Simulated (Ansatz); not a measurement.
# How many bands does the GW gap of YCrB4 (Pbam) need?, part 2 of 2

Wanted: a G0W0 gap for YCrB4 (Pbam) that is converged in bands and cutoff, or an estimate of the limit.

Ansatz 0.2.0; G0W0 on LDA, plane waves, PAW. Known limits of the many-body steps: not at the basis limit; mesh may overstate the screening; no spin polarisation; d states lean on the start; no spin-orbit coupling; coarse k mesh.

So far. Step 4 (988 empty bands, screening to 150 eV): Against the run with 2×2×4 mesh, 459 empty bands, screening to 90 eV, the gap moves by +0.017 eV.

## (5) Changing the frequency model: 2×2×4 mesh, 459 empty bands, screening to 90 eV, plasmon pole

A plasmon pole stands in for the full frequency dependence of the screening; this run shows what that costs in accuracy. Bands and cutoff differ from the step before, so it is read against an earlier run that matches them.

File input.yaml:

```yaml
crystal:
  lattice:
    - [5.972, 0.0, 0.0]
    - [0.0, 11.46, 0.0]
    - [0.0, 0.0, 3.461]
  atoms:
    - { symbol: "Y", position: [0.1241200588, 0.1503666468, 0.0] }
    - { symbol: "Y", position: [0.8758799412, 0.8496333532, 0.0] }
    - { symbol: "Y", position: [0.6241200588, 0.3496333532, 0.0] }
    - { symbol: "Y", position: [0.3758799412, 0.6503666468, 0.0] }
    - { symbol: Cr, position: [0.1201299695, 0.421778839, 0.0] }
    - { symbol: Cr, position: [0.8798700305, 0.578221161, 0.0] }
    - { symbol: Cr, position: [0.6201299695, 0.078221161, 0.0] }
    - { symbol: Cr, position: [0.3798700305, 0.921778839, 0.0] }
    - { symbol: B, position: [0.2788786994, 0.3166664433, 0.5] }
    - { symbol: B, position: [0.7211213006, 0.6833335567, 0.5] }
    - { symbol: B, position: [0.7788786994, 0.1833335567, 0.5] }
    - { symbol: B, position: [0.2211213006, 0.8166664433, 0.5] }
    - { symbol: B, position: [0.4755978637, 0.1912257198, 0.5] }
    - { symbol: B, position: [0.5244021363, 0.8087742802, 0.5] }
    - { symbol: B, position: [0.9755978637, 0.3087742802, 0.5] }
    - { symbol: B, position: [0.0244021363, 0.6912257198, 0.5] }
    - { symbol: B, position: [0.3876900752, 0.0465439877, 0.5] }
    - { symbol: B, position: [0.6123099248, 0.9534560123, 0.5] }
    - { symbol: B, position: [0.8876900752, 0.4534560123, 0.5] }
    - { symbol: B, position: [0.1123099248, 0.5465439877, 0.5] }
    - { symbol: B, position: [0.3611603252, 0.4674623972, 0.5] }
    - { symbol: B, position: [0.6388396748, 0.5325376028, 0.5] }
    - { symbol: B, position: [0.8611603252, 0.0325376028, 0.5] }
    - { symbol: B, position: [0.1388396748, 0.9674623972, 0.5] }
kpoints:
  mp_grid: { grid: [2, 2, 4] }
hamiltonian:
  xc: lda
scf:
  occupations: { method: fixed }
gw:
  n_empty_bands: 459
  ecut_chi: 90
  qp_bands: [v4, c4]
  qp_kpoints: band_edges
  screening: { model: godby_needs }
```

Command:

```console
ansatz run input.yaml --threads 2 --pin off --max-ram 92160MiB --backend cuda --events-out ev --progress --plain --runs-dir out --devices 1 --max-vram 13GiB
```

Numbers of over 12 decimals in the logs are rounded to 6 here.

What it wrote:

```text
GPUs: using 1 of 1 available (devices: 1).
[...]
GPU FFT provider: cuFFT
GPU libraries: cuBLAS 13.8.2, cuFFT 12.4.0, cuSOLVER 12.3.4
Crystal: 24 atoms, lattice volume = 236.868 Å³
Basis set: ecut = 420 eV, 4603 PW (Γ)
Bands: 98, of which v1, the nominal top of the filled ones, is band 74 counted from 1 (73 counted from 0)
Symmetry: 8 space group operations
[...]
k-points: 12 of 16
[...]
0    78     14.7348   -12.6033    -4.6443   -18.0445  0.7747    15.5345    15.5317  root
[...]
11    75     13.7400   -21.0115    -3.7749   -26.1439  0.7243    15.1060    15.0974  root
    11    76     13.7400   -21.0115    -3.7749   -26.1439  0.7243    15.1060    15.0974  root
    11    77     14.6287   -17.8450    -5.4037   -24.4767  0.7341    15.8643    15.8566  root
    11    78     14.6287   -17.8450    -5.4037   -24.4767  0.7341    15.8643    15.8566  root
[key lines of the parts left out:]
SCF converged after 8 iterations
Free energy (F): -30687.602030 eV
Fermi energy:    13.374563 eV
```

Run time: 59 s. Hardware: 1 × NVIDIA H100 80GB HBM3 (shared by 6 runs) with 2 threads of AMD EPYC 7R13 (Zen 3), shared host; peak memory 2.4 GiB; 100 s of CPU time.

Numbers from this step:

```yaml
bands_summed: 533
plasmon_pole_fit_frequency: 29.35 eV
rpa_eps_infinity_on_this_mesh_eigenvalues: 40.63, 41.89, 47.02
plane_waves_in_the_screening_matrix: 457
g0w0_gap_on_the_mesh: 0.3513 eV
k_of_the_valence_top: -0.5, -0.5, 0
k_of_the_conduction_bottom: 0, 0, 0.25
starting_gap_on_the_mesh: 0.2907 eV
least_direct_g0w0_gap_on_the_computed_points: 0.4475 eV
```

Against the run with 2×2×4 mesh, 459 empty bands, screening to 90 eV, the gap moves by +0.03 eV.

## (6) Changing the files: 2×2×4 mesh, 459 empty bands, screening to 90 eV, hard PAW files

Other atomic data (hard PAW) test the pseudisation: the cutoff goes from 420 to 930 eV, with the same valence electrons.

input.yaml, as its differences from that of step 5:

```diff
@@ -34,2 +34,3 @@
   xc: lda
+  pseudopotentials: { kind: paw, source: ansatz }
 scf:
@@ -41,2 +42,2 @@
   qp_kpoints: band_edges
-  screening: { model: godby_needs }
+  screening: { model: contour_deformation }
```

What it wrote:

```text
GPUs: using 1 of 1 available (devices: 1).
[...]
GPU FFT provider: cuFFT
GPU libraries: cuBLAS 13.8.2, cuFFT 12.4.0, cuSOLVER 12.3.4
Crystal: 24 atoms, lattice volume = 236.868 Å³
Basis set: ecut = 930 eV, 15289 PW (Γ)
Bands: 98, of which v1, the nominal top of the filled ones, is band 74 counted from 1 (73 counted from 0)
Symmetry: 8 space group operations
[...]
k-points: 12 of 16
[...]
0    78     14.7948   -12.5977    -4.6912   -18.0388  0.7200    15.5554    15.5448  root
[...]
11    75     13.8023   -20.9967    -3.9770   -26.1337  0.6342    14.9575    14.9623  root
    11    76     13.8023   -20.9967    -3.9770   -26.1337  0.6342    14.9575    14.9623  root
    11    77     14.6882   -17.8386    -5.5800   -24.4710  0.6342    15.7082    15.7407  root
    11    78     14.6882   -17.8386    -5.5800   -24.4710  0.6342    15.7082    15.7407  root
[key lines of the parts left out:]
SCF converged after 11 iterations
Free energy (F): -30689.804594 eV
Fermi energy:    13.433544 eV
```

The job ended after 92 s (1 × NVIDIA H100 80GB HBM3 (shared by 6 runs) with 2 threads; peak memory 3.6 GiB; 2.4 min of CPU time).

This step gave:

| Property | Result |
| --- | --- |
| bands summed | 533 |
| RPA ε∞ on this mesh (eigenvalues) | 40.55, 41.77, 46.94 |
| plane waves in the screening matrix | 457 |
| G0W0 gap on the mesh | 0.3257 eV |
| k of the valence top | -0.5, -0.5, 0 |
| k of the conduction bottom | 0, 0, 0.25 |
| starting gap on the mesh | 0.2926 eV |
| least direct G0W0 gap on the computed points | 0.4260 eV |

Against the run with 2×2×4 mesh, 459 empty bands, screening to 90 eV, the gap moves by +0.004 eV.

## (7) The runs together

Times are wall times on 1 × NVIDIA H100 80GB HBM3 (shared by 6 runs) with 2 threads of AMD EPYC 7R13 (Zen 3), shared host, good to a factor of about two.

```
 mesh        files            frequency  bands summed  cutoff (eV)  start (eV)  G0W0 (eV)     time  host memory (GiB)
2×2×4  default PAW  contour deformation           236           45       0.291      0.320     28 s                1.4
2×2×4  default PAW  contour deformation           533           90       0.291      0.321     64 s                2.2
2×2×4  default PAW  contour deformation          1062          150       0.291      0.338  2.2 min                4.3
2×2×4  default PAW         plasmon pole           533           90       0.291      0.351     59 s                2.4
2×2×4     hard PAW  contour deformation           533           90       0.293      0.326     92 s                3.6
```

How the two edges are built up, in eV (the quasiparticle level is the starting level plus Σx plus Σc less Vxc):

```
       run               edge  start      Σx     Σc     Vxc     Z     QP
 236 bands        valence top  13.35  -21.84   0.88  -22.29  0.69  14.68
 236 bands  conduction bottom  13.67  -16.98  -3.05  -21.37  0.70  15.00
 533 bands        valence top  13.37  -21.80   0.51  -22.14  0.67  14.23
 533 bands  conduction bottom  13.67  -16.98  -3.50  -21.37  0.68  14.55
1062 bands        valence top  13.37  -21.80   0.27  -22.14  0.66  13.99
1062 bands  conduction bottom  13.67  -16.98  -3.72  -21.37  0.68  14.33
```

 Where G0W0 reorders the edges (236 bands), the two states listed lie further apart at the start than the starting gap.

## (8) Outcome

| Quantity | Value |
| --- | --- |
| 236 bands, 45 eV | 0.320 eV |
| 533 bands, 90 eV | 0.321 eV |
| 1062 bands, 150 eV | 0.338 eV |
| estimated limit in bands and cutoff | 0.36 eV |
| mesh and start | 2×2×4, LDA |

**Reading.** A line in one over the bands through the two highest rungs gives 0.36 eV, +0.02 eV from the top rung; the pair below can't check it, so it is rough. The rungs stand 0.04 eV (236 bands), 0.03 eV (533 bands) and 0.02 eV (1062 bands) from it. From 236 to 1062 bands the gap moves by +0.02 eV while the time grows 4.9-fold. The plasmon-pole model gives +0.03 eV against contour deformation, 97 % of the correction, and saved no time in this program. Hard PAW files move the gap by +0.004 eV at equal bands and cutoff, +0.002 eV of it in the start. The 2×2×4 mesh misses a band edge: over a band path and its finer mesh (run apart) the LDA gap is 0.17 eV, so the G0W0 gap over the zone may lie about 0.12 eV below its value on the mesh. The 2×2×4 mesh is coarse for this cell (its supercell is 12 Å along the shortest edge). The RPA ε∞ on it, from the LDA start, is 40.39, 41.49 and 46.89; such meshes misread the long-range screening, most where the gap is narrow. The RPA ε∞ on this mesh reaches over 25; with a narrow direct gap a coarse mesh can overstate it, and the correction is then too small. The runs have no spin polarisation. For a closed low-spin shell that is the natural state; where a d or f shell is open it is a constraint, and the gap is then not the crystal's own. With d states at the gap, one-shot GW leans hard on its start. The many-body steps are scalar-relativistic: spin-orbit coupling is not in them.

[Paths, hosts, dates, memory and timing lines, banners, echoed tables and standing remarks are left out of the program output.]

[Logs are printed without paths, hosts, clocks, repeated set-up lines and the standing remarks that a program may print on its own settings, such as how far it seeks lower states.]

[Runs of the session that timed out or met a known fault of the program may be left out.]

[Cells called generated may have been cut or substituted from an entry of the Crystallography Open Database or the Materials Project.]

[Hosts, paths, dates, database ids (printed as entryN), source tags and the programs' standing remarks are cut or masked in the printed files.]
